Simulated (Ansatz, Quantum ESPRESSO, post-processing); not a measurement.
# Screening and band shifts of 1T-TiO2, 2 layers, AB stacking, part 2 of 2

How does 1T-TiO2, 2 layers, AB stacking respond to a gate-like field without added charge?

Quantum ESPRESSO 7.5; plane-wave DFT, PBE, GBRV ultrasoft pseudopotentials; geometry and cross-check by Ansatz 0.2.0 with PAW datasets.

So far. Step 13 (Band structure: field -0.2 V/Å): Along this path the valence top lies between K and Γ and the conduction bottom at Γ. Step 14 (Density by pp.x): The density integrates to 48.000 electrons, as the 48 of the input ask.

**16. Charge moved by a field of 0.2 V/Å**

Numbers from this step:

| Quantity | Value |
| --- | --- |
| largest charge moved across a plane | 0.001018 e/Å² |
| dipole step | -1.211 eV |

The planar mean by z:

```
z (Å)  planar mean (e/Å³)
    4              9.9e-9
    5              1.5e-7
    6              2.0e-6
    7              2.6e-5
    8              2.7e-4
    9              6.5e-4
   10              3.7e-5
   11             -2.3e-4
   12             -6.6e-4
   13              4.7e-4
   14              3.0e-4
   15             -5.6e-5
   16             -3.6e-4
   17             -4.1e-4
   18             -4.2e-5
   19             -3.0e-6
   20             -2.0e-7
   21             -1.2e-8
```

Running integral, electrons below z against z:

```
z (Å)  running integral, electrons below z (e/Å²)
    5                                      6.7e-8
    6                                      9.0e-7
    7                                      1.2e-5
    8                                      1.4e-4
    9                                      7.5e-4
   10                                     0.00100
   11                                      9.5e-4
   12                                      5.0e-4
   13                                      4.4e-4
   14                                      9.2e-4
   15                                     0.00101
   16                                      8.0e-4
   17                                      1.6e-4
   18                                      1.4e-5
   19                                      9.4e-7
   20                                      6.1e-8
```

**17. Polarisability from the dipole between 0 and 0.1 V/A**

This step gave:

```
change of slope in the vacuum : 0.10000 eV/Å
polarisability a cell         : 3.699 Å³
sheet polarisability 4πα/A    : 6.050 Å
```

Table of change of the potential energy, second field less first by z:

z (Å), change of the potential energy, second field less first (eV) and a bar from the least value:
```
      0.0     -0.479 #######
      0.5     -0.908 
      1.0     -0.858 #
      1.5     -0.808 ##
      2.0     -0.758 ###
      2.5     -0.708 ###
      3.0     -0.658 ####
      3.5     -0.608 #####
      4.0     -0.558 ######
      4.5     -0.508 #######
      5.0     -0.458 ########
      5.5     -0.408 #########
      6.0     -0.358 #########
      6.5     -0.308 ##########
      7.0     -0.259 ###########
      7.5     -0.209 ############
      8.0     -0.163 #############
      8.5     -0.122 ##############
      9.0     -0.096 ##############
      9.5     -0.083 ##############
     10.0     -0.077 ##############
     10.5     -0.072 ##############
     11.0     -0.067 ##############
     11.5     -0.058 ###############
     12.0     -0.039 ###############
     12.5     -0.008 ###############
     13.0      0.027 ################
     13.5      0.051 ################
     14.0      0.064 #################
     14.5      0.070 #################
     15.0      0.074 #################
     15.5      0.079 #################
     16.0      0.089 #################
     16.5      0.108 #################
     17.0      0.144 ##################
     17.5      0.189 ###################
     18.0      0.237 ####################
     18.5      0.287 #####################
     19.0      0.337 #####################
     19.5      0.387 ######################
     20.0      0.437 #######################
     20.5      0.487 ########################
     21.0      0.537 #########################
     21.5      0.587 ##########################
     22.0      0.637 ###########################
     22.5      0.687 ###########################
     23.0      0.737 ############################
     23.5      0.787 #############################
     24.0      0.837 ##############################
     24.5      0.800 #############################
     25.0     -0.079 ##############
```

**18. Dipole against field**

Table of dipole along the normal, dipole moment by applied field:

```
applied field (V/Å)  dipole along the normal, dipole moment (e·Å)
             -0.200                                       -0.0514
              0.000                                             0
              0.100                                        0.0257
              0.200                                        0.0514
```

**19. Cross-check with Ansatz: field 0.1 V/Å**

As a check, the same structure is run in Ansatz.

Level of this step: plane-wave DFT, PBE, Ansatz PAW (Ansatz 0.2.0).

input.yaml reads:

```yaml
crystal:
  lattice:
    - [2.9786815936, 0.0, 0.0]
    - [-1.4893407968, 2.5796139298, 0.0]
    - [0.0, 0.0, 25.2223842461]
  atoms:
    - { symbol: O, position: [0.6666666667, 0.3333333333, 0.3725365212] }
    - { symbol: Ti, position: [0.0, 0.0, 0.4109595767] }
    - { symbol: O, position: [0.3333333333, 0.6666666667, 0.4491083192] }
    - { symbol: O, position: [0.0, 0.0, 0.5508916858] }
    - { symbol: Ti, position: [0.3333333333, 0.6666666667, 0.5890404091] }
    - { symbol: O, position: [0.6666666667, 0.3333333333, 0.627463488] }
kpoints:
  mp_grid: { grid: [12, 12, 1] }
hamiltonian:
  xc: pbe
scf:
  occupations: { method: fermi_dirac, width: 0.054 }
  convergence: { dr2_threshold: 1.0e-09 }
efield:
  axis: 3
  dipole_correction: true
  ramp_position: 0.97
  ramp_width: 0.04
  amplitude: 0.1
output:
  write_potential: true
  write_density: true
  volumetric_format: npy
```

Command:

```
> ansatz run input.yaml --threads 4 --pin off --max-ram 8192MiB --backend cpu --events-out ev --progress --plain --runs-dir out
```

Elapsed: 4.6 s, on 4 threads of Arm Neoverse V2, shared host; peak memory 0.47 GiB; 18 s of CPU time.

This step gave:

```
free energy             : -7276.6012 eV
Fermi energy            : -1.463 eV
gap by band count       : 2.536 eV
dipole along the normal : 0.02568 e·Å
```

At 0.1 V/Å Ansatz's dipole is 0.0257 e Å against 0.0257 from pw.x.

**20. Cross-check with Ansatz: field -0.1 V/Å**

input.yaml, as its differences from the input of step 19:

```diff
@@ -24,3 +24,3 @@
   ramp_width: 0.04
-  amplitude: 0.1
+  amplitude: -0.1
 output:
```

The job ended after 4.7 s (4 threads; peak memory 0.48 GiB).

This step gave:

| Item | Value |
| --- | --- |
| Fermi energy | -1.501 eV |
| dipole along the normal | -0.02567 e·Å |

**21. Dipole against field, Ansatz**

Dipole along the normal, dipole moment against applied field:

```
applied field (V/Å)  dipole along the normal, dipole moment (e·Å)
            -0.1000                                       -0.0257
             0.0000                                       -3.0e-5
             0.1000                                        0.0257
```

**22. SCF with pw.x, with smearing = gaussian and degauss = 0.05**

How much does a setting matter? One run is repeated with a change.

Level of this step: plane-wave DFT, PBE, GBRV ultrasoft pseudopotentials (Quantum ESPRESSO 7.5).

f1.w0.in reads:

```
&control
  prefix = 'f1.w0'
  outdir = './out'
  pseudo_dir = './pseudo'
  calculation = 'scf'
  tprnfor = .true.
  tefield = .true.
  dipfield = .true.
/
&system
  ibrav = 0
  nat = 6
  ntyp = 2
  ecutwfc = 40
  ecutrho = 200
  occupations = 'smearing'
  smearing = 'gaussian'
  degauss = 0.05
  edir = 3
  emaxpos = 0.97
  eopreg = 0.04
  eamp = 0.00194469
/
&electrons
  conv_thr = 1e-09
  mixing_beta = 0.4
  electron_maxstep = 120
  mixing_mode = 'plain'
/
ATOMIC_SPECIES
  O   15.9990  o_pbe_v1.2.uspp.F.UPF
  Ti  47.8670  ti_pbe_v1.4.uspp.F.UPF
CELL_PARAMETERS angstrom
  2.97868159355487 0.00000000000000 -0.00000000000000
  -1.48934079677743 2.57961392980363 -0.00000000000000
  -0.00000000000000 -0.00000000000000 25.22238424610000
ATOMIC_POSITIONS crystal
  O   0.666666666667 0.333333333333 0.372536521195
  Ti  0.000000000000 0.000000000000 0.410959576674
  O   0.333333333333 0.666666666667 0.449108319241
  O   -0.000000000000 -0.000000000000 0.550891685794
  Ti  0.333333333333 0.666666666667 0.589040409055
  O   0.666666666667 0.333333333333 0.627463488042
K_POINTS automatic
  12 12 1 0 0 0
```

Command:

```
> OMP_NUM_THREADS=1 mpirun -n 4 pw.x -nk 4 -in f1.w0.in > f1.w0.out
```

Run time: 71 s. Hardware: 4 MPI ranks; peak memory 0.61 GiB.

The changed values were drawn from a wide range, not chosen for quality; the comparison shows what they did here together.

Beside the run it was changed from:

```
                     quantity   this run  unchanged run  difference
dipole along the normal (e·Å)    0.02673        0.02569      0.0010
             free energy (eV)  -5012.322      -5012.322     -5.4e-4
                wall time (s)         71             52            
               SCF iterations         14              9
```

The free energy moves by -0.09 meV an atom.

This run starts from superposed atoms, the unchanged one from a saved density, so their iteration counts don't compare.

The physical values in this table move by up to 4.1 %.

**23. A check by hand**

α = Δp/E = (0.02569 − (0.00000)) e Å / 0.1 V/Å = 0.2569 e Å²/V; times e/(4πε₀) = 14.40 V Å this is 3.699 Å³. With A = 7.684 Å², 4πα/A = 6.050 Å.

**24. Summary of results**

| Quantity | Value |
| --- | --- |
| polarisability along the normal, a cell | 3.70 Å³ |
| sheet polarisability 4πα/A | 6.05 Å |
| dipole without a field | 0 e·Å |
| Kohn-Sham ionisation potential, upper face | 8.22 eV |
| gap along the path at 0 V/Å | 2.62 eV |
| gap along the path at 0.2 V/Å | 2.41 eV |
| gap along the path at -0.2 V/Å | 2.41 eV |

What this shows: The sheet answers a field with a polarisability of 3.70 Å³ a cell, or 4πα/A = 6.05 Å (PBE, GBRV ultrasoft). In pw.x the dipole follows the field linearly over the range tried. A perfect conductor 6.05 Å thick would screen alike; the outer atoms lie 6.43 Å apart. At 0.1 V/Å the sheet takes 0.605 eV off the potential drop. At 0.2 V/Å the gap along the path goes from 2.62 to 2.41 eV. Quantum ESPRESSO and Ansatz give 3.699 and 3.697 Å³ for the polarisability (pw.x from 0 and 0.1 V/Å, Ansatz from ±0.1 V/Å), which agree. The ions stay at their zero-field places, so this is the electrons' response alone. Semilocal gaps are too small, and in strong fields empty levels can belong to the vacuum.

[Logs are printed without paths, hosts, clocks, repeated set-up lines and the standing remarks that a program may print on its own settings, such as how far it seeks lower states.]

[Hosts, paths, dates, database ids (printed as entryN), source tags and the programs' standing remarks are cut or masked in the printed files.]

[Maps of the electrostatic potential energy from Ansatz leave out the sawtooth potential of an applied field or a dipole correction, so their vacuum need not be flat; planar profiles and work functions include it.]
